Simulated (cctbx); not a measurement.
# Which space group?

Cell: a = 5.5210 Å, b = 5.5210 Å, c = 9.0680 Å, α = 90.00°, β = 90.00°, γ = 120.00°. Expected content of the cell: La4 Zn6 Fe2.

Simulated single-crystal data (cctbx): Ga Kα, λ = 1.3414 Å, to d = 0.83 Å, 70 % of the full sphere, strongest reflection 70000 counts, noise from counting, a 4 % proportional error and a noise floor of 8 counts (s.d.); no absorption.

A first pass over the reflections prints:

```text
1231 reflections to d = 0.837 A
centring   violations  <I/sigma> of those
    A        499 of   612     17.2
    B        493 of   607     17.1
    C        498 of   623     16.7
    I        495 of   606     17.3
    R        647 of   813     16.6
    F        745 of   921     17.0
Laue class    unique    Rint  (classes that these axes allow; Friedel mates merged)
P -1              796   0.026
P 1 1 2/m         470   0.029
P -3              299   0.032
P -3 1 m          180   0.034
P -3 m 1          200   0.033
P 6/m             165   0.034
P 6/m m m         123   0.035
space group    extra absences  I>4sigma  <I/sigma>
P 6 2 2                 0          0         -  acentric
P 63 2 2                6          0      -0.3  acentric
P 6 m m                 0          0         -  acentric
P 63 m c               93          0      -0.2  acentric
P -6 m 2                0          0         -  acentric
P -6 2 m                0          0         -  acentric
P -6 2 c               93          0      -0.2  acentric
P 6/m m m               0          0         -  centric
P 63/m m c             93          0      -0.2  centric
Wilson B = 1.57 A^2   <|E^2-1|> = 0.811 (0.968 centric, 0.736 acentric)   E^2>4: 0.0 %
shell (A)         n   <I/sigma>
 9.07 - 1.67     23     40.3
 1.67 - 1.33     13     40.9
 1.33 - 1.16     17     43.5
 1.16 - 1.05     14     51.5
 1.05 - 0.98     15     53.7
 0.98 - 0.92     12     43.7
 0.92 - 0.88     16     48.1
 0.88 - 0.84     13     53.4
```

**Question.** What are the lattice type, the Laue class and the likely space group?

Every centring test has many violations, so the lattice is primitive.

Rint stays low (0.026 to 0.035) up to P 6/m m m, the highest class in these axes.

9 settings pass the absence test. The most absences obeyed, 93, belong to P 63 m c, P -6 2 c and P 63/m m c, which absences can't tell apart.

⟨|E²−1|⟩ = 0.811 lies between the two ideal values. The Wilson B of 1.57 Å² means U ≈ 0.0199 Å².

The true group is P6_3/mmc (no. 194), Laue class 6/mmm, centrosymmetric. The tables only narrow the choice to the tied entries; cell content, site symmetry and trial solutions must settle it.

The model is made up (kin elements in a known structure type, no relaxation), so it says nothing on whether the phase exists.

[Logs are printed without paths, hosts, clocks, repeated set-up lines and the standing remarks that a program may print on its own settings, such as how far it seeks lower states.]
